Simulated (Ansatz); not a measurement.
# Dielectric response of GaN (110) films, part 3 of 5

How well do thin zincblende GaN (110) films screen a perpendicular field?

Ansatz 0.2.0; plane-wave DFT, PBE, Ansatz PAW (the session's first sound run).

So far. Step 8 (Field on, atoms free, 10 atoms, field -0.05 V/Å): The dipole is -0.0326 e·Å, and the gap on the mesh 1.498 eV.

## Step 9: Response with the atoms relaxed, 10 atoms, units 5

This step: plane-wave DFT, PBE, Ansatz PAW; response to a field along the normal, atoms relaxed (Ansatz 0.2.0).

The two relaxed runs give the static response.

This step gave:

```
equivalent conductor thickness p/(ε₀AE) : 8.240 Å
distance between the outer atoms        : 6.567 Å
```

Local field over the applied field, running mean. From the potentials at -0.05 and 0.05 V/Å; running mean over 1.591 Å, taken twice. The local field over applied field by z:

z (Å), local field over applied field and a bar from the least value:
```
      4.0      1.000 ##############################
      4.5      0.999 ##############################
      5.0      0.997 ##############################
      5.5      0.992 ##############################
      6.0      0.976 #############################
      6.5      0.937 ############################
      7.0      0.831 #########################
      7.5      0.668 ####################
      8.0      0.478 ##############
      8.5      0.257 ########
      9.0      0.110 ###
      9.5     -0.004 
     10.0      0.042 #
     10.5      0.077 ##
     11.0      0.123 ####
     11.5      0.084 ###
     12.0      0.066 ##
     12.5      0.064 ##
     13.0      0.105 ###
     13.5      0.112 ###
     14.0      0.069 ##
     14.5      0.021 #
     15.0      0.014 #
     15.5      0.149 #####
     16.0      0.309 #########
     16.5      0.537 ################
     17.0      0.714 #####################
     17.5      0.869 ##########################
     18.0      0.952 #############################
     18.5      0.982 #############################
     19.0      0.994 ##############################
     19.5      0.998 ##############################
     20.0      0.999 ##############################
```

The induced dipole is that of a conductor 8.24 Å thick.

## Step 10: Relaxation, 16 atoms, units 8

This step: plane-wave DFT, PBE, Ansatz PAW (Ansatz 0.2.0).

System of this step: GaN (110), 8 units. The cell holds 16 atoms: 8 Ga and 8 N. Cell: a = 3.182 Å, b = 4.500 Å, c = 29.137 Å, α = 90.0°, β = 90.0°, γ = 90.0°. It derives from GaN (zincblende GaN). Vacuum lies along c.

The next thickness, treated alike, so that differences show the interior and the faces cancel.

input.yaml

```yaml
crystal:
  lattice:
    - [3.18198052, 0.0, 0.0]
    - [0.0, 4.5, 0.0]
    - [0.0, 0.0, 29.1369318037]
  atoms:
    - { symbol: Ga, position: [0.5, 0.5, 0.3088863323] }
    - { symbol: "N", position: [0.0, 0.75, 0.3088863323] }
    - { symbol: Ga, position: [0.0, 0.0, 0.3634902374] }
    - { symbol: "N", position: [0.5, 0.25, 0.3634902374] }
    - { symbol: Ga, position: [0.5, 0.5, 0.4180941424] }
    - { symbol: "N", position: [0.0, 0.75, 0.4180941424] }
    - { symbol: Ga, position: [0.0, 0.0, 0.4726980475] }
    - { symbol: "N", position: [0.5, 0.25, 0.4726980475] }
    - { symbol: Ga, position: [0.5, 0.5, 0.5273019525] }
    - { symbol: "N", position: [0.0, 0.75, 0.5273019525] }
    - { symbol: Ga, position: [0.0, 0.0, 0.5819058576] }
    - { symbol: "N", position: [0.5, 0.25, 0.5819058576] }
    - { symbol: Ga, position: [0.5, 0.5, 0.6365097626] }
    - { symbol: "N", position: [0.0, 0.75, 0.6365097626] }
    - { symbol: Ga, position: [0.0, 0.0, 0.6911136677] }
    - { symbol: "N", position: [0.5, 0.25, 0.6911136677] }
kpoints:
  mp_grid: { grid: [8, 6, 1] }
hamiltonian:
  xc: pbe
scf:
  occupations: { method: fixed }
  convergence: { dr2_threshold: 1.0e-09 }
efield:
  axis: 3
  dipole_correction: true
  ramp_position: 0.97
  ramp_width: 0.06
relax:
  f_tol: 0.003
  max_steps: 100
output:
  write_potential: true
  write_density: true
  volumetric_format: npy
```

Command:

```bash
> ansatz run input.yaml --threads 8 --pin off --max-ram 12288MiB --backend cpu --events-out ev --progress --plain --runs-dir out
```

Numbers of over 12 decimals in the logs are rounded to 6 here.

The program printed:

```text
[...]
Crystal: 16 atoms, lattice volume = 417.209 Å³
Basis set: ecut = 420 eV, 8161 PW (Γ), exchange–correlation on 48×64×400 points (8 copies of the dense FFT grid, shifted against one another)
Bands: 88, of which v1, the nominal top of the filled ones, is band 72 counted from 1 (71 counted from 0)
Symmetry: 2 space group operations
[...]
- { symbol: Ga, position: [0.5, 0.491813, 0.527988] }
    - { symbol: N, position: [0.0, 0.744447, 0.527698] }
    - { symbol: Ga, position: [0.0, -0.00663272, 0.582804] }
    - { symbol: N, position: [0.5, 0.246005, 0.583501] }
    - { symbol: Ga, position: [0.5, 0.494291, 0.640508] }
    - { symbol: N, position: [0.0, 0.742358, 0.639155] }
    - { symbol: Ga, position: [0.0, 0.041260, 0.687478] }
    - { symbol: N, position: [0.5, 0.246458, 0.695926] }
[key lines of the parts left out:]
SCF converged after 6 iterations
Free energy (F): -33340.093364 eV
Fermi energy:    0.994608 eV
Dipole field:    D = -0.000000 V/Å  (p = -0.000000 e·Å, saw-weighted, corrected)
Work function:   Φ+ = 5.8004 eV   Φ− = 5.8004 eV
```

Run time: 1.8 min. Hardware: 8 threads of Arm Neoverse N1, shared host; peak memory 1.9 GiB.

The steps of the relaxation:

| step | energy less that of the first step (eV) | largest force component (eV/Å) |
| --- | --- | --- |
| 1 | 0.0000 | 2.3331 |
| 2 | -0.6852 | 1.1461 |
| 3 | -0.8116 | 0.4029 |
| 4 | -0.8354 | 0.0405 |
| 5 | -0.8359 | 0.0059 |
| 6 | -0.8359 | 0.0027 |

The run keeps the 2 symmetry operations that it works with, so distortions that break them were not tested.

The atoms that moved most (Å):

| atom | dx | dy | dz | length |
| --- | --- | --- | --- | --- |
| Ga15 | 0.000 | 0.186 | -0.106 | 0.214 |
| Ga1 | 0.000 | 0.186 | 0.106 | 0.214 |
| N2 | 0.000 | -0.016 | -0.140 | 0.141 |
| N16 | 0.000 | -0.016 | 0.140 | 0.141 |
| Ga3 | 0.000 | -0.026 | -0.116 | 0.119 |
| Ga13 | 0.000 | -0.026 | 0.116 | 0.119 |
| N14 | 0.000 | -0.034 | 0.077 | 0.084 |
| N4 | 0.000 | -0.034 | -0.077 | 0.084 |

The relaxed structure:

```xyz
16
Lattice="3.1820 0.0000 0.0000 0.0000 4.5000 0.0000 0.0000 0.0000 29.1369" Properties=species:S:1:pos:R:3
Ga    1.5910    2.4357    9.1059
N     0.0000    3.3591    8.8598
Ga    0.0000   -0.0257   10.4745
N     1.5910    1.0906   10.5139
Ga    1.5910    2.2202   12.1558
N     0.0000    3.3570   12.1355
Ga    0.0000   -0.0368   13.7530
N     1.5910    1.1000   13.7614
Ga    1.5910    2.2132   15.3839
N     0.0000    3.3500   15.3755
Ga    0.0000   -0.0298   16.9811
N     1.5910    1.1070   17.0014
Ga    1.5910    2.2243   18.6624
N     0.0000    3.3406   18.6230
Ga    0.0000    0.1857   20.0310
N     1.5910    1.1091   20.2771
```

The relaxation took 6 steps and lowered the energy by 0.84 eV; the largest force on the free atoms ends at 0.0027 eV/Å.

The gap is 1.54 eV, with the valence edge 5.80 eV and the conduction edge 4.26 eV under the upper vacuum level.

## Step 11: The relaxed film, single point, 16 atoms, units 8

The next thickness, treated alike, so that differences show the interior and the faces cancel.

input.yaml

```yaml
crystal:
  lattice:
    - [3.18198052, 0.0, 0.0]
    - [0.0, 4.5, 0.0]
    - [0.0, 0.0, 29.1369318037]
  atoms:
    - { symbol: Ga, position: [0.5, 0.5412604269, 0.3125222541] }
    - { symbol: "N", position: [0.0, 0.7464580276, 0.3040741533] }
    - { symbol: Ga, position: [0.0, -0.0057092486, 0.3594920974] }
    - { symbol: "N", position: [0.5, 0.242357734, 0.3608446764] }
    - { symbol: Ga, position: [0.5, 0.4933672813, 0.4171963145] }
    - { symbol: "N", position: [0.0, 0.746005497, 0.4164992284] }
    - { symbol: Ga, position: [0.0, -0.0081869898, 0.4720122339] }
    - { symbol: "N", position: [0.5, 0.2444472744, 0.4723021624] }
    - { symbol: Ga, position: [0.5, 0.4918130077, 0.5279877655] }
    - { symbol: "N", position: [0.0, 0.7444472741, 0.527697838] }
    - { symbol: Ga, position: [0.0, -0.0066327199, 0.5828036853] }
    - { symbol: "N", position: [0.5, 0.2460054959, 0.5835007725] }
    - { symbol: Ga, position: [0.5, 0.4942907504, 0.6405079018] }
    - { symbol: "N", position: [0.0, 0.742357734, 0.6391553247] }
    - { symbol: Ga, position: [0.0, 0.0412604293, 0.6874777458] }
    - { symbol: "N", position: [0.5, 0.2464580258, 0.695925846] }
kpoints:
  mp_grid: { grid: [8, 6, 1] }
hamiltonian:
  xc: pbe
scf:
  occupations: { method: fixed }
  convergence: { dr2_threshold: 1.0e-09 }
efield:
  axis: 3
  dipole_correction: true
  ramp_position: 0.97
  ramp_width: 0.06
output:
  eigenvalues: true
  write_potential: true
  write_density: true
  volumetric_format: npy
  elf: true
```

The program printed:

```text
[...]
Crystal: 16 atoms, lattice volume = 417.209 Å³
Basis set: ecut = 420 eV, 8161 PW (Γ)
Bands: 88, of which v1, the nominal top of the filled ones, is band 72 counted from 1 (71 counted from 0)
Symmetry: 2 space group operations
k-points: 20 of 48 (time reversal used)
[...]
k-point 0: bands = [... 68 lower, 0.8192, 0.9233, 0.9657, 0.9947, 2.5306, 3.2123, 4.3648, 4.5158, ... 12 higher]
  k-point 1: bands = [... 68 lower, 0.6613, 0.7246, 0.8040, 0.9918, 3.2719, 3.5388, 4.4189, 4.7155, ... 12 higher]
  k-point 2: bands = [... 68 lower, 0.2441, 0.2477, 0.8059, 0.8345, 4.1775, 4.2033, 4.9309, 5.1417, ... 12 higher]
  k-point 19: bands = [... 68 lower, -0.1416, -0.1416, 0.7127, 0.7127, 4.2636, 4.2636, 6.0686, 6.0686, ... 12 higher]
[key lines of the parts left out:]
SCF converged after 10 iterations
Free energy (F): -33340.093304 eV
Fermi energy:    0.994686 eV
Dipole field:    D = -0.000000 V/Å  (p = -0.000000 e·Å, saw-weighted, corrected)
Work function:   Φ+ = 5.8003 eV   Φ− = 5.8003 eV
```

Elapsed: 29 s, on 8 threads; peak memory 2 GiB; 3.8 min of CPU time.

The gap is 1.54 eV, with the valence edge 5.80 eV and the conduction edge 4.26 eV under the upper vacuum level.

## Step 12: Atoms held, 16 atoms, units 8, field 0.05 V/Å

input.yaml, as its differences from that of step 11:

```diff
@@ -28,3 +28,3 @@
   occupations: { method: fixed }
-  convergence: { dr2_threshold: 1.0e-09 }
+  convergence: { dr2_threshold: 1.0e-10 }
 efield:
@@ -34,4 +34,4 @@
   ramp_width: 0.06
+  amplitude: 0.05
 output:
-  eigenvalues: true
   write_potential: true
@@ -39,2 +39 @@
   volumetric_format: npy
-  elf: true
```

The program printed:

```text
[...]
Crystal: 16 atoms, lattice volume = 417.209 Å³
Basis set: ecut = 420 eV, 8161 PW (Γ)
Bands: 88, of which v1, the nominal top of the filled ones, is band 72 counted from 1 (71 counted from 0)
Symmetry: 2 space group operations
k-points: 20 of 48 (time reversal used)
[...]
k-point 0: bands = [... 68 lower, 0.8170, 0.9275, 0.9496, 1.0112, 2.5290, 3.2132, 4.3643, 4.5152, ... 12 higher]
  k-point 1: bands = [... 68 lower, 0.6572, 0.7314, 0.8000, 0.9963, 3.2668, 3.5429, 4.4185, 4.7148, ... 12 higher]
  k-point 2: bands = [... 68 lower, 0.2251, 0.2777, 0.7822, 0.8583, 4.1405, 4.2398, 4.9297, 5.1415, ... 12 higher]
  k-point 19: bands = [... 68 lower, -0.1559, -0.1256, 0.6745, 0.7509, 4.2205, 4.3063, 6.0637, 6.0725, ... 12 higher]
[key lines of the parts left out:]
SCF converged after 15 iterations
Free energy (F): -33340.094452 eV
Fermi energy:    1.011172 eV
Dipole field:    D = 0.019912 V/Å  (p = 0.045909 e·Å, saw-weighted, corrected)
```

Run time: 35 s. Hardware: 8 threads; peak memory 1.9 GiB; 4.6 min of CPU time.

The dipole is 0.0459 e·Å, and the gap on the mesh 1.518 eV.

## Step 13: Atoms held, 16 atoms, units 8, field -0.05 V/Å

input.yaml, as its differences from that of step 12:

```diff
@@ -34,3 +34,3 @@
   ramp_width: 0.06
-  amplitude: 0.05
+  amplitude: -0.05
 output:
```

The program printed:

```text
[...]
Crystal: 16 atoms, lattice volume = 417.209 Å³
Basis set: ecut = 420 eV, 8161 PW (Γ)
Bands: 88, of which v1, the nominal top of the filled ones, is band 72 counted from 1 (71 counted from 0)
Symmetry: 2 space group operations
k-points: 20 of 48 (time reversal used)
[...]
k-point 0: bands = [... 68 lower, 0.8170, 0.9275, 0.9496, 1.0112, 2.5290, 3.2132, 4.3643, 4.5152, ... 12 higher]
  k-point 1: bands = [... 68 lower, 0.6572, 0.7314, 0.8000, 0.9963, 3.2668, 3.5429, 4.4185, 4.7148, ... 12 higher]
  k-point 2: bands = [... 68 lower, 0.2251, 0.2777, 0.7822, 0.8583, 4.1405, 4.2398, 4.9297, 5.1415, ... 12 higher]
  k-point 19: bands = [... 68 lower, -0.1559, -0.1256, 0.6745, 0.7509, 4.2205, 4.3063, 6.0637, 6.0725, ... 12 higher]
[key lines of the parts left out:]
SCF converged after 15 iterations
Free energy (F): -33340.094452 eV
Fermi energy:    1.011171 eV
Dipole field:    D = -0.019912 V/Å  (p = -0.045909 e·Å, saw-weighted, corrected)
```

Run time: 35 s. Hardware: 8 threads; peak memory 1.9 GiB.

The dipole is -0.0459 e·Å, and the gap on the mesh 1.518 eV.

## Step 14: Response with the atoms held, 16 atoms, units 8

This step: plane-wave DFT, PBE, Ansatz PAW; response to a field along the normal, atoms held (Ansatz 0.2.0).

Local field over the applied field, running mean. From the potentials at -0.05 and 0.05 V/Å; running mean over 1.591 Å, taken twice. The local field over applied field by z:

z (Å), local field over applied field and a bar from the least value:
```
      4.0      1.000 ##############################
      4.5      0.999 ##############################
      5.0      0.997 ##############################
      5.5      0.990 ##############################
      6.0      0.973 #############################
      6.5      0.931 ############################
      7.0      0.843 #########################
      7.5      0.698 ####################
      8.0      0.514 #############
      8.5      0.332 #######
      9.0      0.198 ###
      9.5      0.132 
     10.0      0.122 
     10.5      0.135 
     11.0      0.149 #
     11.5      0.154 #
     12.0      0.153 #
     12.5      0.151 #
     13.0      0.151 #
     13.5      0.154 #
     14.0      0.158 #
     14.5      0.159 #
     15.0      0.158 #
     15.5      0.155 #
     16.0      0.152 #
     16.5      0.151 #
     17.0      0.152 #
     17.5      0.154 #
     18.0      0.151 #
     18.5      0.139 #
     19.0      0.124 
     19.5      0.124 
     20.0      0.173 ##
     20.5      0.289 ######
     21.0      0.461 ############
     21.5      0.650 ##################
     22.0      0.808 #######################
     22.5      0.912 ###########################
     23.0      0.965 #############################
     23.5      0.987 ##############################
     24.0      0.996 ##############################
     24.5      0.999 ##############################
     25.0      1.000 ##############################
```

The induced dipole is that of a conductor 11.60 Å thick.

## Step 15: Relaxation, 24 atoms, units 12

This step: plane-wave DFT, PBE, Ansatz PAW (Ansatz 0.2.0).

System of this step: GaN (110), 12 units. The cell holds 24 atoms: 12 Ga and 12 N. Cell: a = 3.182 Å, b = 4.500 Å, c = 35.501 Å, α = 90.0°, β = 90.0°, γ = 90.0°. It derives from GaN (zincblende GaN). Vacuum lies along c.

The next thickness, treated alike, so that differences show the interior and the faces cancel.

input.yaml

```yaml
crystal:
  lattice:
    - [3.18198052, 0.0, 0.0]
    - [0.0, 4.5, 0.0]
    - [0.0, 0.0, 35.5008928344]
  atoms:
    - { symbol: Ga, position: [0.5, 0.5, 0.2535147508] }
    - { symbol: "N", position: [0.0, 0.75, 0.2535147508] }
    - { symbol: Ga, position: [0.0, 0.0, 0.2983302507] }
    - { symbol: "N", position: [0.5, 0.25, 0.2983302507] }
    - { symbol: Ga, position: [0.5, 0.5, 0.3431457505] }
    - { symbol: "N", position: [0.0, 0.75, 0.3431457505] }
    - { symbol: Ga, position: [0.0, 0.0, 0.3879612504] }
    - { symbol: "N", position: [0.5, 0.25, 0.3879612504] }
    - { symbol: Ga, position: [0.5, 0.5, 0.4327767502] }
    - { symbol: "N", position: [0.0, 0.75, 0.4327767502] }
    - { symbol: Ga, position: [0.0, 0.0, 0.4775922501] }
    - { symbol: "N", position: [0.5, 0.25, 0.4775922501] }
    - { symbol: Ga, position: [0.5, 0.5, 0.5224077499] }
    - { symbol: "N", position: [0.0, 0.75, 0.5224077499] }
    - { symbol: Ga, position: [0.0, 0.0, 0.5672232498] }
    - { symbol: "N", position: [0.5, 0.25, 0.5672232498] }
    - { symbol: Ga, position: [0.5, 0.5, 0.6120387496] }
    - { symbol: "N", position: [0.0, 0.75, 0.6120387496] }
    - { symbol: Ga, position: [0.0, 0.0, 0.6568542495] }
    - { symbol: "N", position: [0.5, 0.25, 0.6568542495] }
    - { symbol: Ga, position: [0.5, 0.5, 0.7016697493] }
    - { symbol: "N", position: [0.0, 0.75, 0.7016697493] }
    - { symbol: Ga, position: [0.0, 0.0, 0.7464852492] }
    - { symbol: "N", position: [0.5, 0.25, 0.7464852492] }
kpoints:
  mp_grid: { grid: [8, 6, 1] }
hamiltonian:
  xc: pbe
scf:
  occupations: { method: fixed }
  convergence: { dr2_threshold: 1.0e-09 }
efield:
  axis: 3
  dipole_correction: true
  ramp_position: 0.97
  ramp_width: 0.06
relax:
  f_tol: 0.003
  max_steps: 100
output:
  write_potential: true
  write_density: true
  volumetric_format: npy
```

The program printed:

```text
[...]
Crystal: 24 atoms, lattice volume = 508.334 Å³
Basis set: ecut = 420 eV, 9939 PW (Γ), exchange–correlation on 48×64×480 points (8 copies of the dense FFT grid, shifted against one another)
Bands: 132, of which v1, the nominal top of the filled ones, is band 108 counted from 1 (107 counted from 0)
Symmetry: 2 space group operations
[...]
- { symbol: Ga, position: [0.5, 0.493838, 0.614066] }
    - { symbol: N, position: [0.0, 0.746552, 0.613873] }
    - { symbol: Ga, position: [0.0, -0.00446149, 0.659110] }
    - { symbol: N, position: [0.5, 0.248195, 0.659657] }
    - { symbol: Ga, position: [0.5, 0.496414, 0.706451] }
    - { symbol: N, position: [0.0, 0.744498, 0.705344] }
    - { symbol: Ga, position: [0.0, 0.043416, 0.745007] }
    - { symbol: N, position: [0.5, 0.248607, 0.751936] }
[key lines of the parts left out:]
SCF converged after 6 iterations
Free energy (F): -50011.698810 eV
Fermi energy:    2.610053 eV
Dipole field:    D = -0.000000 V/Å  (p = -0.000000 e·Å, saw-weighted, corrected)
Work function:   Φ+ = 5.7664 eV   Φ− = 5.7664 eV
```

Elapsed: 4.7 min, on 8 threads; peak memory 3.1 GiB.

Step by step:

| step | energy less that of the first step (eV) | largest force component (eV/Å) |
| --- | --- | --- |
| 1 | 0.0000 | 2.3352 |
| 2 | -0.7109 | 1.1452 |
| 3 | -0.8403 | 0.3986 |
| 4 | -0.8631 | 0.0652 |
| 5 | -0.8642 | 0.0089 |
| 6 | -0.8642 | 0.0043 |
| 7 | -0.8642 | 0.0004 |

The run keeps the 2 symmetry operations that it works with, so distortions that break them were not tested.

The atoms that moved most (Å):

| atom | dx | dy | dz | length |
| --- | --- | --- | --- | --- |
| Ga1 | 0.000 | 0.195 | 0.052 | 0.202 |
| Ga23 | 0.000 | 0.195 | -0.052 | 0.202 |
| N24 | 0.000 | -0.006 | 0.194 | 0.194 |
| N2 | 0.000 | -0.006 | -0.194 | 0.194 |
| Ga21 | 0.000 | -0.016 | 0.170 | 0.170 |
| Ga3 | 0.000 | -0.016 | -0.170 | 0.170 |
| N4 | 0.000 | -0.025 | -0.130 | 0.133 |
| N22 | 0.000 | -0.025 | 0.130 | 0.133 |

Final coordinates:

```cif
data_structure
_symmetry_space_group_name_H-M 'P 1'
_symmetry_Int_Tables_number 1
_cell_length_a 3.1820
_cell_length_b 4.5000
_cell_length_c 35.5009
_cell_angle_alpha 90.000
_cell_angle_beta 90.000
_cell_angle_gamma 90.000
_cell_volume 508.33
loop_
_atom_site_label
_atom_site_type_symbol
_atom_site_fract_x
_atom_site_fract_y
_atom_site_fract_z
_atom_site_occupancy
Ga1 Ga 0.50000 0.54342 0.25499 1
N2 N 0.00000 0.74861 0.24806 1
Ga3 Ga 0.00000 0.99641 0.29355 1
N4 N 0.50000 0.24450 0.29466 1
Ga5 Ga 0.50000 0.49554 0.34089 1
N6 N 0.00000 0.74819 0.34034 1
Ga7 Ga 0.00000 0.99384 0.38593 1
N8 N 0.50000 0.24655 0.38613 1
Ga9 Ga 0.50000 0.49459 0.43169 1
N10 N 0.00000 0.74699 0.43164 1
Ga11 Ga 0.00000 0.99445 0.47720 1
N12 N 0.50000 0.24691 0.47722 1
Ga13 Ga 0.50000 0.49445 0.52280 1
N14 N 0.00000 0.74691 0.52278 1
Ga15 Ga 0.00000 0.99459 0.56831 1
N16 N 0.50000 0.24699 0.56836 1
Ga17 Ga 0.50000 0.49384 0.61407 1
N18 N 0.00000 0.74655 0.61387 1
Ga19 Ga 0.00000 0.99554 0.65911 1
N20 N 0.50000 0.24819 0.65966 1
Ga21 Ga 0.50000 0.49641 0.70645 1
N22 N 0.00000 0.74450 0.70534 1
Ga23 Ga 0.00000 0.04342 0.74501 1
N24 N 0.50000 0.24861 0.75194 1
```

Running mean over 1.591 Å of the planar mean; the ramp of the sawtooth is left out. Table of electron's electrostatic potential energy less the highest filled level by z:

z (Å), electron's electrostatic potential energy less the highest filled level (eV) and a bar from the least value:
```
        4       5.77 ##############################
        5       5.77 ##############################
        6       5.75 ##############################
        7       5.53 #############################
        8       1.79 ###################
        9      -3.93 ###
       10      -5.11 
       11      -4.23 ##
       12      -4.31 ##
       13      -4.37 ##
       14      -4.39 ##
       15      -4.38 ##
       16      -4.34 ##
       17      -4.43 ##
       18      -4.35 ##
       19      -4.38 ##
       20      -4.41 ##
       21      -4.31 ##
       22      -4.45 ##
       23      -4.38 ##
       24      -4.12 ###
       25      -4.77 #
       26      -4.85 #
       27      -1.70 #########
       28       4.67 ###########################
       29       5.71 ##############################
       30       5.76 ##############################
       31       5.77 ##############################
       32       5.77 ##############################
```

The relaxation took 7 steps and lowered the energy by 0.86 eV; the largest force on the free atoms ends at 3.8e-4 eV/Å.

The gap is 1.50 eV, with the valence edge 5.77 eV and the conduction edge 4.26 eV under the upper vacuum level.

(Part 3 of 5 ends here.)

[Logs are printed without paths, hosts, clocks, repeated set-up lines and the standing remarks that a program may print on its own settings, such as how far it seeks lower states.]

[Hosts, paths, dates, database ids (printed as entryN), source tags and the programs' standing remarks are cut or masked in the printed files.]

[Maps of the electrostatic potential energy from Ansatz leave out the sawtooth potential of an applied field or a dipole correction, so their vacuum need not be flat; planar profiles and work functions include it.]
